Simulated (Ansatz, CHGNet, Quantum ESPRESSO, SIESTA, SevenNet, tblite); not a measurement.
# Quantum ESPRESSO runs on random fluorite-type alloy of CaF2 and CdF2 (96 atoms)

Wanted: Quantum ESPRESSO inputs and outputs for random fluorite-type alloy of CaF2 and CdF2 (96 atoms), checked against a plane-wave reference.

Method: the method is named at each step, in Quantum ESPRESSO 7.5.

## Step 1: Starting point

The cell holds 96 atoms: 28 Ca, 64 F and 4 Cd. Cell: a = 10.908 Å, b = 10.908 Å, c = 10.908 Å, α = 90.0°, β = 90.0°, γ = 90.0°. It derives from CaF2 (fluorite-type), repeated 2×2×2. Fluorite-type CaF2, 2 x 2 x 2 conventional cells, 4 of 32 Ca sites given to Cd at random (x = 0.125), lattice by Vegard's rule (a = 5.454 Å); every coordinate displaced by a Gaussian of 0.09 Å. Then every atom was moved at random, 0.03 Å r.m.s. a Cartesian component.

The yardstick, on the same geometry:

| Property | Result |
| --- | --- |
| method | Kohn-Sham DFT, PBE, PAW, plane waves (Ansatz 0.2.0); cutoff 420 eV, Γ point, fermi-dirac smearing of 0.05 eV; PAW set soft_2 |
| r.m.s. force component | 0.7608 eV/Å |
| longest force | 2.825 eV/Å |
| pressure | 5.39 GPa |
| gap (highest filled to lowest empty level) | 4.523 eV |
| SCF cycles | 8 |
| time | 26 s on 4 threads of Arm Neoverse V1, shared host |
| CPU time | 97 s |

## Step 2: PBE, sssp-1.3.0-efficiency, 60/480 Ry

Method: Kohn-Sham DFT, PBE, SSSP efficiency 1.3.0 pseudopotentials, plane waves.

pw.in reads:

```
&control
  calculation = 'scf'
  pseudo_dir = './pseudo'
  outdir = './tmp'
  disk_io = 'none'
  tprnfor = .true.
  tstress = .true.
/
&system
  ibrav = 0
  nat = 96
  ntyp = 3
  ecutwfc = 60
  ecutrho = 480
  nosym = .true.
  occupations = 'smearing'
  smearing = 'fd'
  degauss = 0.003675
/
&electrons
  conv_thr = 4.8e-07
  electron_maxstep = 100
  mixing_beta = 0.4
  mixing_mode = 'plain'
  diagonalization = 'david'
/
ATOMIC_SPECIES
Ca 40.078 Ca.upf
F 18.998 F.upf
Cd 112.414 Cd.upf
CELL_PARAMETERS angstrom
10.90780 0.00000 0.00000
0.00000 10.90780 0.00000
0.00000 0.00000 10.90780
ATOMIC_POSITIONS crystal
Ca 0.99445 0.99171 0.99445
F 0.12252 0.12466 0.12029
F 0.36635 0.37507 0.37234
Ca 0.98474 0.24041 0.23388
F 0.14252 0.37812 0.38060
F 0.36149 0.12541 0.14637
Ca 0.24877 0.00124 0.24025
F 0.38982 0.12706 0.36731
F 0.11775 0.38834 0.13411
Ca 0.25464 0.24808 0.99051
F 0.36659 0.36339 0.12166
F 0.10813 0.11262 0.38227
Ca 0.00649 0.01050 0.49621
F 0.12786 0.12431 0.62564
F 0.36182 0.36463 0.88142
Ca 0.00772 0.23738 0.76694
F 0.11141 0.36815 0.87588
F 0.37009 0.11651 0.62614
Ca 0.25259 0.00516 0.75344
F 0.38234 0.12006 0.88163
F 0.13571 0.37766 0.62001
Ca 0.24625 0.25584 0.50182
F 0.37185 0.37538 0.62480
F 0.12694 0.11599 0.89352
Ca 0.99943 0.50100 0.99904
F 0.13602 0.62783 0.12089
F 0.36590 0.88083 0.38300
Ca 0.00343 0.74468 0.26180
F 0.12193 0.87538 0.35665
F 0.36045 0.61286 0.12380
Ca 0.24549 0.50102 0.24733
F 0.36738 0.62626 0.38134
F 0.12626 0.88823 0.11878
Ca 0.25212 0.75359 0.00504
F 0.37195 0.86964 0.11742
F 0.11561 0.64836 0.37618
Cd 0.00343 0.49487 0.49468
F 0.12920 0.62142 0.62181
F 0.37570 0.85861 0.87839
Cd 0.99393 0.74163 0.75652
F 0.13032 0.87806 0.86083
F 0.38656 0.63727 0.61647
Ca 0.24468 0.50259 0.74365
F 0.37462 0.63522 0.87107
F 0.13567 0.88709 0.61577
Ca 0.25353 0.75446 0.49345
F 0.37596 0.88347 0.63317
F 0.11768 0.61129 0.87263
Ca 0.49910 0.00369 0.99911
F 0.62028 0.12279 0.13017
F 0.86859 0.40072 0.37296
Ca 0.49945 0.24218 0.25056
F 0.61934 0.37111 0.37612
F 0.87481 0.12366 0.13392
Ca 0.74346 0.99688 0.24117
F 0.86203 0.12246 0.37906
[... 36 atom lines left out ...]
F 0.62510 0.88896 0.61267
Ca 0.75007 0.75156 0.48819
F 0.87307 0.87166 0.62500
F 0.62677 0.61851 0.87744
K_POINTS gamma
```

The run is started by

```sh
OMP_NUM_THREADS=1 mpirun -np 4 pw.x -in pw.in > output.txt
```

The log of the run:

```text
Program PWSCF
     gamma-point specific algorithms are used
     one sub-group per band group will be used
     scalapack distributed-memory algorithm (size of sub-group:  2*  2 procs)
     Parallelization info
     sticks:   dense  smooth     PW     G-vecs:    dense   smooth      PW
     Min        4058    2026    505               388777   137502   17171
     Max        4060    2028    508               388780   137508   17180
     Sum       16237    8109   2025              1555115   550025   68699
     bravais-lattice index     =            0
     lattice parameter (alat)  =      20.6128  a.u.
     unit-cell volume          =    8758.0637 (a.u.)^3
     number of atoms/cell      =           96
     number of atomic types    =            3
     number of electrons       =       776.00
     number of Kohn-Sham states=          466
     kinetic-energy cutoff     =      60.0000  Ry
     charge density cutoff     =     480.0000  Ry
     scf convergence threshold =      4.8E-07
     mixing beta               =       0.4000
     number of iterations used =            8  plain     mixing
     Exchange-correlation= PBE
                           (   1   4   3   4   0   0   0)
     crystal axes: (cart. coord. in units of alat)
               a(1) = (   1.000000   0.000000   0.000000 )
               a(2) = (   0.000000   1.000000   0.000000 )
               a(3) = (   0.000000   0.000000   1.000000 )
     reciprocal axes: (cart. coord. in units 2 pi/alat)
               b(1) = (  1.000000  0.000000  0.000000 )
               b(2) = (  0.000000  1.000000  0.000000 )
               b(3) = (  0.000000  0.000000  1.000000 )
     PseudoPot. # 1 for Ca:
     Pseudo is Ultrasoft + core correction, Zval = 10.0
     PseudoPot. # 2 for F :
     Pseudo is Ultrasoft, Zval =  7.0
     PseudoPot. # 3 for Cd:
     Pseudo is Ultrasoft + core correction, Zval = 12.0
     atomic species   valence    mass     pseudopotential
     Ca               10.00    40.07800     Ca( 1.00)
     F                 7.00    18.99800     F ( 1.00)
     Cd               12.00   112.41400     Cd( 1.00)
     No symmetry found
   Cartesian axes
     number of k points=     1  Fermi-Dirac smearing, width (Ry)=  0.0037
                       cart. coord. in units 2pi/alat
        k(    1) = (   0.0000000   0.0000000   0.0000000), wk =   2.0000000
     Dense  grid:   777558 G-vectors     FFT dimensions: ( 144, 144, 144)
     Smooth grid:   275013 G-vectors     FFT dimensions: ( 108, 108, 108)
     Initial potential from superposition of free atoms
     starting charge     775.8276, renormalised to     776.0000
     Starting wfcs are  572 randomized atomic wfcs
     Self-consistent Calculation
     iteration #  1     ecut=    60.00 Ry     beta= 0.40
     total energy              =   -5711.08707725 Ry
     estimated scf accuracy    <      11.70932048 Ry
     iteration #  2     ecut=    60.00 Ry     beta= 0.40
     total energy              =   -5713.74685122 Ry
     estimated scf accuracy    <       0.65517145 Ry
     iteration #  3     ecut=    60.00 Ry     beta= 0.40
     total energy              =   -5713.79988719 Ry
     estimated scf accuracy    <       0.20370778 Ry
     iteration #  4     ecut=    60.00 Ry     beta= 0.40
     total energy              =   -5713.81840002 Ry
     estimated scf accuracy    <       0.04191920 Ry
     iteration #  5     ecut=    60.00 Ry     beta= 0.40
     total energy              =   -5713.82490179 Ry
     estimated scf accuracy    <       0.00152149 Ry
     iteration #  6     ecut=    60.00 Ry     beta= 0.40
     total energy              =   -5713.82525692 Ry
     estimated scf accuracy    <       0.00087492 Ry
     iteration #  7     ecut=    60.00 Ry     beta= 0.40
     total energy              =   -5713.82543194 Ry
     estimated scf accuracy    <       0.00001840 Ry
     iteration #  8     ecut=    60.00 Ry     beta= 0.40
     total energy              =   -5713.82543947 Ry
     estimated scf accuracy    <       0.00001063 Ry
     iteration #  9     ecut=    60.00 Ry     beta= 0.40
     End of self-consistent calculation
          k = 0.0000 0.0000 0.0000 ( 34350 PWs)   bands (ev):
   -33.3692 -33.1610 -33.0763 -33.0295 -32.8050 -32.7906 -32.7876 -32.7128
   -32.6563 -32.5688 -32.5626 -32.5270 -32.5174 -32.5035 -32.4912 -32.4865
   -32.4800 -32.4463 -32.3172 -32.1974 -32.1061 -32.0221 -31.9998 -31.9832
   -31.9608 -31.9063 -31.6830 -31.1398 -17.6646 -17.5981 -17.4988 -17.4748
   -17.4405 -17.3772 -17.3258 -17.2948 -17.2235 -17.2065 -17.1776 -17.1595
   -17.0760 -17.0410 -17.0371 -16.9575 -16.9193 -16.8562 -16.7863 -16.7644
   -16.7540 -16.7182 -16.7033 -16.6955 -16.6453 -16.6055 -16.5819 -16.5451
   -16.5079 -16.4546 -16.4456 -16.4360 -16.3932 -16.3505 -16.3183 -16.2955
   -16.2712 -16.2678 -16.2043 -16.1942 -16.1630 -16.1400 -16.1089 -16.1021
   -16.0649 -16.0131 -15.9647 -15.9393 -15.9313 -15.8873 -15.8781 -15.8079
   -15.7747 -15.7570 -15.6937 -15.6679 -15.6360 -15.5948 -15.5863 -15.5022
   -15.4487 -15.3236 -15.2651 -15.1238 -14.2756 -14.2443 -14.1985 -14.0760
[...]
12.6920  12.7110  12.7132  12.7446  12.7643  12.7836  12.8030  12.8218
    12.8586  12.8712  12.8767  12.9011  12.9119  12.9298  12.9785  12.9824
    13.0018  13.0102  13.0266  13.0449  13.0683  13.0759  13.0852  13.0951
    13.1319  13.1534  13.1688  13.1858  13.2074  13.2152  13.2378  13.2580
    13.2677  13.2893  13.2975  13.3174  13.3403  13.3568  13.3743  13.3811
    13.4036  13.4290
     the Fermi energy is     6.4606 ev
!    total energy              =   -5713.82544188 Ry
     estimated scf accuracy    <       0.00000026 Ry
     smearing contrib. (-TS)   =       0.00000000 Ry
     internal energy E=F+TS    =   -5713.82544188 Ry
     The total energy is F=E-TS. E is the sum of the following terms:
     one-electron contribution =   -2255.07482663 Ry
     hartree contribution      =    1565.05336609 Ry
     xc contribution           =   -1112.13065575 Ry
     ewald contribution        =   -3911.67332560 Ry
     convergence has been achieved in   9 iterations
     Forces acting on atoms (cartesian axes, Ry/au):
     atom    1 type  1   force =     0.03132829    0.00603754    0.01259620
     atom    2 type  2   force =    -0.01338111    0.01693403    0.01626400
     atom    3 type  2   force =     0.03267711   -0.00163637    0.01084217
     atom    4 type  1   force =     0.06543294    0.03481553    0.04568221
     atom    5 type  2   force =    -0.05307788    0.00264721   -0.00716715
     atom    6 type  2   force =     0.03658042    0.00350752   -0.07083530
     atom    7 type  1   force =    -0.03077721   -0.01192826    0.04708528
     atom    8 type  2   force =    -0.05106296   -0.01185737    0.04623542
     atom    9 type  2   force =    -0.01199189   -0.02351502   -0.01182512
     atom   10 type  1   force =    -0.02756911   -0.00345880    0.05805776
     atom   11 type  2   force =     0.02158477    0.01729915    0.00221102
     atom   12 type  2   force =     0.05743367    0.06847049   -0.05890908
[...]
atom   92 type  2   force =    -0.00384661   -0.01814659    0.00565040
     atom   93 type  2   force =     0.00421917   -0.04395225    0.04333750
     atom   94 type  1   force =     0.00164484   -0.00883275    0.03955323
     atom   95 type  2   force =     0.00736307   -0.00106044    0.02111382
     atom   96 type  2   force =    -0.00519745    0.02034323   -0.00521137
     Total force =     0.504123     Total SCF correction =     0.001289
     Computing stress (Cartesian axis) and pressure
          total   stress  (Ry/bohr**3)                   (kbar)     P=       54.06
   0.00037171   0.00004250  -0.00002205           54.68        6.25       -3.24
   0.00004250   0.00037437  -0.00004272            6.25       55.07       -6.28
  -0.00002205  -0.00004272   0.00035643           -3.24       -6.28       52.43
     Message from routine punch:
     Nothing written, as per user request (disk_io='none')
```

It took 4.1 min on 4 MPI ranks of Arm Neoverse V1, shared host; peak memory 4.5 GiB.

Banners, paths, timers and routine set-up lines are dropped from the logs unmarked, and long logs keep their key lines alone; longer cuts are marked.

Against the reference:

- r.m.s. force component: 0.7638 eV/Å
- r.m.s. difference of force components: 9.485 meV/Å
- longest difference of force vectors: 87.5 meV/Å
- force difference over r.m.s. force: 1.247 %
- slope of forces against the reference's: 1.004
- correlation of force components: 0.9999
- gap (highest filled to lowest empty level): 4.5 eV
- gap difference: -0.0234 eV
- pressure: 5.406 GPa
- pressure difference: 0.0156 GPa

Length of the force difference by element (eV/Å):

```tsv
element	atoms	mean	most
Ca	28	0.0059	0.013
Cd	4	0.040	0.087
F	64	0.0091	0.076
```

Levels nearest the highest filled one (eV from it): -0.43, -0.39, -0.38, -0.34, -0.30, -0.27, -0.25, -0.23, -0.19, -0.15, -0.02, 0.00, 4.50, 5.34, 5.63, 6.21, 7.04, 7.14, 7.24, 7.36, 7.41, 7.46, 7.50, 7.59.

The surroundings of Ca13, which bears the longest force, nearest first, numbered as they follow in the input and with coordinates relative to it.

```tsv
atom	x	y	z	distance (Å)	bonds	Fx	Fy	Fz (eV/Å)
Ca13	0.00	0.00	0.00	0.00	8	-1.57	-1.98	1.28
F12	1.11	1.11	-1.24	2.00	4	1.48	1.76	-1.51
F14	1.32	1.24	1.41	2.30	4	-0.05	0.55	0.57
F45	1.41	-1.35	1.30	2.34	3	-0.22	-0.34	-0.04
F56	-1.58	1.22	-1.28	2.37	4	0.07	0.49	-0.40
F66	-1.48	1.23	1.42	2.39	4	-0.06	-0.01	0.12
F29	1.26	-1.47	-1.52	2.46	4	0.31	0.52	0.56
F95	-1.46	-1.51	1.40	2.53	4	0.19	-0.03	0.54
F75	-1.48	-1.63	-1.30	2.55	4	0.75	1.39	-0.81
```

Forces lie 1.2 % from the reference's, at 10 times its CPU time.

The difference per atom is largest on Cd (0.040 eV/Å on average, against 0.0091 on F).

## Step 3: Outcome

```json
{
 "force difference from the reference": "QE PBE, sssp-1.3.0-efficiency, 60/480 Ry, 1.2 %",
 "its CPU time": "16 min"
}
```

**Reading.** PBE on plane waves or a grid with other potentials, cutoffs or grids differs from the reference by 1.2 % (QE PBE, sssp-1.3.0-efficiency, 60/480 Ry) of the r.m.s. force; this holds the reference's own error, so differences of a few per cent don't tell which side is nearer the exact PBE result (QE's 60 Ry are 816 eV, against the reference's 420 eV). At the same functional, the gap of QE PBE, sssp-1.3.0-efficiency, 60/480 Ry lies 0.02 eV below the reference's 4.52 eV. These are spacings on the run's k-points, which needn't hold the band edges. The potentials hold different valence shells: 808 electrons in the reference, 776 in Quantum ESPRESSO with SSSP; this bears on time and differences. The host structure and its lattice constant were typed by rule, without a check against the phase diagram. The reference's pressure of 5.4 GPa belongs to a cell and atoms that aren't relaxed at this level. The electronic-structure runs sample only Γ, in a cell whose shortest periodic width is 11 Å.

[Also dropped from logs without a mark: logging warnings of Python, and SIESTA's first energy breakdown and zero terms.]

[Logs are printed without paths, hosts, clocks, repeated set-up lines and the standing remarks that a program may print on its own settings, such as how far it seeks lower states.]

[Hosts, paths, dates, database ids (printed as entryN), source tags and the programs' standing remarks are cut or masked in the printed files.]
